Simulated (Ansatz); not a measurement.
**Charge trapping in aqueous N(CH3)4+ and I-, 3.8 mol of salt per kg of water at 360 K (123 atoms)**

Does an extra electron or hole in aqueous N(CH3)4+ and I-, 3.8 mol of salt per kg of water at 360 K (123 atoms) stay spread out, or do the atoms trap it?

Calculated with Ansatz 0.2.0; Kohn-Sham DFT, PBE+D3(BJ), PAW (set soft_2, large core), plane waves.

### 1. The structure

The cell holds 123 atoms: 8 C, 2 N, 82 H, 29 O and 2 I. Cell: a = 10.874 Å, b = 10.874 Å, c = 10.874 Å, α = 90.0°, β = 90.0°, γ = 90.0°. 29 H2O, 2 N(CH3)4+, 2 I- placed at random, at 1.19 g/cm³; overlaps pushed apart, then 10 ps at 420 K with Joung-Cheatham ions (J. Phys. Chem. B 112, 9020 (2008)); MMFF94 bonds, angles, torsions, charges and radii (Halgren, J. Comput. Chem. 17, 490 (1996)) in harmonic and 12-6 forms; SPC/E water (Berendsen, Grigera and Straatsma, J. Phys. Chem. 91, 6269 (1987)); charges of ions scaled by 0.85. Snapshot after 20 ps at 360 K and fixed volume.

What the set-up can't give: The network of contacts between molecules at the start is that of the classical potential that made the cell, and needn't be the one that DFT or experiment would give. The Brillouin zone is sampled at Γ only, in a cell whose shortest periodic width is 11 Å. No spin–orbit coupling is included, so levels derived from the heavy atoms are approximate. The liquid is relaxed first, so the results are those of a frozen frame at zero temperature.

### 2. Single point at the start

A single point comes first, to see the forces before anything moves.

The input, input.yaml:

```yaml
crystal:
  lattice:
    - [10.87401, 0.0, 0.0]
    - [0.0, 10.87401, 0.0]
    - [0.0, 0.0, 10.87401]
  atoms:
    - { symbol: C, position: [0.99434, 0.8213, 0.16681] }
    - { symbol: "N", position: [0.85754, 0.80718, 0.17036] }
    - { symbol: C, position: [0.81305, 0.69137, 0.11778] }
    - { symbol: C, position: [0.78849, 0.91133, 0.10737] }
    - { symbol: C, position: [0.82636, 0.80396, 0.30233] }
    - { symbol: H, position: [0.02566, 0.80569, 0.06837] }
    - { symbol: H, position: [0.02311, 0.75576, 0.22975] }
    - { symbol: H, position: [0.02024, 0.90748, 0.20433] }
    - { symbol: H, position: [0.83082, 0.61543, 0.17921] }
    - { symbol: H, position: [0.71208, 0.69359, 0.10001] }
    - { symbol: H, position: [0.86486, 0.67572, 0.03067] }
    - { symbol: H, position: [0.80334, 0.90153, 0.00947] }
    - { symbol: H, position: [0.68766, 0.91719, 0.13408] }
    - { symbol: H, position: [0.83581, 0.99614, 0.13849] }
    - { symbol: H, position: [0.73444, 0.8156, 0.3226] }
    - { symbol: H, position: [0.86221, 0.71446, 0.33934] }
    - { symbol: H, position: [0.86942, 0.88447, 0.34611] }
    - { symbol: C, position: [0.191, 0.18556, 0.77213] }
    - { symbol: "N", position: [0.1559, 0.2322, 0.64776] }
    - { symbol: C, position: [0.0302, 0.19914, 0.63022] }
    - { symbol: C, position: [0.22819, 0.18022, 0.55205] }
    - { symbol: C, position: [0.17378, 0.37073, 0.64535] }
    - { symbol: H, position: [0.1979, 0.08649, 0.76731] }
    - { symbol: H, position: [0.13035, 0.21672, 0.84227] }
    - { symbol: H, position: [0.28257, 0.21702, 0.79377] }
    - { symbol: H, position: [0.97691, 0.236, 0.70915] }
    - { symbol: H, position: [0.00257, 0.24529, 0.54733] }
    - { symbol: H, position: [0.02086, 0.10198, 0.64451] }
    - { symbol: H, position: [0.32193, 0.20748, 0.55512] }
    - { symbol: H, position: [0.22555, 0.07847, 0.57102] }
    - { symbol: H, position: [0.19192, 0.21202, 0.46431] }
    - { symbol: H, position: [0.12796, 0.39598, 0.73334] }
    [... 85 atom lines left out ...]
    - { symbol: H, position: [0.43267, 0.65464, 0.56578] }
    - { symbol: O, position: [0.41446, 0.30793, 0.02828] }
    - { symbol: H, position: [0.36883, 0.3813, 0.99677] }
    - { symbol: H, position: [0.42317, 0.24598, 0.96087] }
    - { symbol: I, position: [0.29453, 0.94078, 0.29719] }
    - { symbol: I, position: [0.74673, 0.94892, 0.61055] }
kpoints:
  mp_grid: { grid: [1, 1, 1] }
hamiltonian:
  xc: pbe
  dispersion: d3bj
  pseudopotentials: { kind: paw, core: large }
scf:
  occupations: { method: fixed }
output:
  forces: true
```

Launch:

```bash
> ansatz run input.yaml --threads 4 --pin off --max-ram 8192MiB --backend cpu --events-out ev --progress --plain --runs-dir out
```

The program printed:

```text
Engine: ansatz 0.2.0, x86_64-unknown-linux-gnu
Pseudopotentials: kind: paw
Pseudopotential: C, paw, valence charge 4, recommended cutoff 420 eV (normal), C.paw.azcp
Pseudopotential: N, paw, valence charge 5, recommended cutoff 420 eV (normal), N.paw.azcp
Pseudopotential: H, paw, valence charge 1, recommended cutoff 420 eV (normal), H.paw.azcp
Pseudopotential: O, paw, valence charge 6, recommended cutoff 420 eV (normal), O.paw.azcp
Pseudopotential: I, paw, valence charge 7, recommended cutoff 420 eV (normal), I.paw.azcp#standard-large-core
[... 5 lines on functional and potentials left out ...]
Crystal: 123 atoms, lattice volume = 1285.787 Å³
Basis set: ecut = 420 eV, 25269 PW (Γ), exchange–correlation on 150×150×150 points (8 copies of the dense FFT grid, shifted against one another)
Bands: 279, of which v1, the nominal top of the filled ones, is band 156 counted from 1 (155 counted from 0)
Symmetry: 1 space group operations
Space group: P1 (ITA 1), of the structure as read, at distance tolerance 1.1e-4 Å
k-points: 1
[... 11 lines on functional and potentials left out ...]
Initial density: superposition of atomic densities (chi_scale 0.1, normalization cell), built separately for each of the 30 bonded fragments (scf.initial_density.interfragment_charge_transfer: auto; true builds it for the cell as a whole; a typed value also counts as a typed key of the start: scf.initial_density.chi_scale says what that changes, if anything)
Initial wavefunctions: pseudopotential atomic-orbital guess
Functional: x = pbe(κ = 0.804, μ = 0.219515), c = pbe(β = 0.066725)
SCF iter   1: F=—  HF=-30928.996587 eV  |F-HF|=—  |Δ(HF+E_count)|=         —  Δρ=1.09e-1  dr2=1.36e2  ethr=3.10e-3  ⟨swp⟩=5.0  Hψ=890  notcnv=0  defer=117
preconditioner: auto → Resta (q_TF=auto, 2.155 Å⁻¹)  ε∞=2.1  [insulator: Δε(μ)=4.286 eV  Ē_g=15.520 eV  n_scr=202 (ndim 8)  ℏωp=16.4 eV  f_vac=0.121  ε∞_Penn≈2.1]
SCF iter   2: F=—  HF=-30891.462146 eV  |F-HF|=—  |Δ(HF+E_count)|=    3.75e1  Δρ=4.81e-2  dr2=1.37e1  ethr=3.10e-3  ⟨swp⟩=3.0  Hψ=538  notcnv=0  defer=117
SCF iter   3: F=—  HF=-30888.854669 eV  |F-HF|=—  |Δ(HF+E_count)|=    2.61e0  Δρ=1.99e-2  dr2=3.23e0  ethr=3.10e-3  ⟨swp⟩=2.0  Hψ=304  notcnv=0  defer=40
automatic band count: iteration 3 solves 200 bands in place of 279: the levels show a gap, and the empty bands left out lie too high to hold charge; the band table lists the bands solved (type scf.n_extra_bands for more)
SCF iter   4: F=—  HF=-30888.370649 eV  |F-HF|=—  |Δ(HF+E_count)|=   4.84e-1  Δρ=2.99e-3  dr2=1.07e-1  ethr=1.03e-3  ⟨swp⟩=3.0  Hψ=285  notcnv=0  defer=42
SCF iter   5: F=—  HF=-30888.388964 eV  |F-HF|=—  |Δ(HF+E_count)|=   1.83e-2  Δρ=1.31e-3  dr2=1.73e-2  ethr=3.42e-5  ⟨swp⟩=3.0  Hψ=366  notcnv=0  defer=42
SCF iter   6: F=—  HF=-30888.397881 eV  |F-HF|=—  |Δ(HF+E_count)|=   8.92e-3  Δρ=6.37e-4  dr2=4.45e-3  ethr=5.55e-6  ⟨swp⟩=3.0  Hψ=323  notcnv=0  defer=42
SCF iter   7: F=—  HF=-30888.398320 eV  |F-HF|=—  |Δ(HF+E_count)|=   4.39e-4  Δρ=1.07e-4  dr2=1.65e-4  ethr=1.43e-6  ⟨swp⟩=2.0  Hψ=321  notcnv=0  defer=42
SCF iter   8: F=—  HF=-30888.398490 eV  |F-HF|=—  |Δ(HF+E_count)|=   1.70e-4  Δρ=5.55e-5  dr2=3.40e-5  ethr=5.27e-8  ⟨swp⟩=2.0  Hψ=322  notcnv=0  defer=42
SCF iter   9: F=—  HF=-30888.397075 eV  |F-HF|=—  |Δ(HF+E_count)|=   1.42e-3  Δρ=1.92e-5  dr2=3.88e-6  ethr=1.09e-8  ⟨swp⟩=2.0  Hψ=319  notcnv=0  defer=42
SCF iter  10: F=—  HF=-30888.397077 eV  |F-HF|=—  |Δ(HF+E_count)|=   2.36e-6  Δρ=4.69e-6  dr2=2.96e-7  ethr=1.24e-9  ⟨swp⟩=2.0  Hψ=319  notcnv=0  defer=42
SCF iter  11: F=-30888.397077 eV  HF=-30888.397078 eV  |F-HF|=4.52e-8  |Δ(HF+E_count)|=   4.15e-7  Δρ=2.98e-6  dr2=9.14e-8  ethr=3.21e-11  ⟨swp⟩=5.0  Hψ=714  notcnv=0
SCF 1 converged in 11 iterations: F = -30888.397077 eV  dr2 = 9.14e-8
  greatest PAW one-centre occupation: 0.864 electrons in one spin orbital (limit 2), on the O atom at site 67 (counted from 0), in its partial waves of l = 0
SCF converged after 11 iterations
Free energy (F): -30888.397077 eV
Harris-Foulkes:  -30888.397078 eV  (|F-HF|=4.52e-8)
Internal energy: -30888.397077 eV  (E = F + TS)
E sigma→0 (E₀):  -30888.397077 eV
Fermi energy:    -0.944879 eV
--- Per-component energies (eV) ---
  E_band       = -2795.925780
  E_kinetic    = 7369.929656
  E_local      = -24165.919872  (includes V_loc(G=0)·N_el)
  E_nonlocal   = 2010.659243
  E_hartree    = 8835.367889
  E_xc         = -4214.053271
  E_vxc        = -4486.194361  (∫ρ·V_xc dr)
  E_paw        = -14714.392000  (= ΣΔE_a)
  E_vpaw       = -1195.135788  (= ΣTr[D̂ρ^β])
  E_aug_tail   = -0.027802  (compensation charges beyond the density's cutoff)
  E_ewald      = -6005.057378
  E_disp       = -4.903542  (pairwise vdW)
  E_smearing   = -0.000000  (= −TS)
  E_closure    = -0.000000  (closes the sum)
  Σ components = -30888.397077   (vs F -30888.397077, Δ=0.00e0)
--- Forces (eV/Å), atoms counted from 1 ---
  atom   1  C     -0.85215613    -0.20807199    -2.78930404
  atom   2  N     -1.67672477     0.74799831     0.34270082
  atom   3  C     -0.15638298    -0.81911004    -1.76187917
  atom   4  C      0.23347877     0.91666075     1.09028460
  atom   5  C      2.47286316    -0.07613032     0.97861776
  atom   6  H     -0.11919137     0.22322670     1.33360072
  atom   7  H      1.23405108    -1.81211515     0.92332227
  atom   8  H      0.16992342     1.20816116     0.04315527
  atom   9  H      0.29290219    -0.31789007     0.23304532
  atom  10  H      0.66486264     0.24338835     0.16006895
  atom  11  H     -0.47954105    -0.07357914     0.45210138
  atom  12  H     -0.22577629    -0.01460213    -0.33301168
  atom  13  H      1.24347099    -0.53909986    -0.36262764
  atom  14  H     -0.46399024    -0.38262125    -0.16083658
[...]
atom 122  I     -0.02970477    -0.07373187     0.04815760
  atom 123  I     -0.06151029    -0.20708920     0.09105662
  max |Σ_I F_I| component: 7.44e-5 eV/Å
```

It took 6.3 s on 4 threads of AMD EPYC 9R14 (Zen 4), shared host; peak memory 1.4 GiB.

The program notes that potentials were chosen by core size.

The r.m.s. force at the start is 0.65 eV/Å.

[end of part 1 of 5]

[Long decimals in the printed logs are rounded to 6 places.]

[Logs are printed without paths, hosts, clocks, repeated set-up lines and the standing remarks that a program may print on its own settings, such as how far it seeks lower states.]

[Hosts, paths, dates, database ids (printed as entryN), source tags and the programs' standing remarks are cut or masked in the printed files.]

[The MMFF94 radii named for the starting cell were scaled by 0.96; in molecules described by MMFF94, hydrogen bound to N, O or S took a small fixed 12-6 site in their place.]
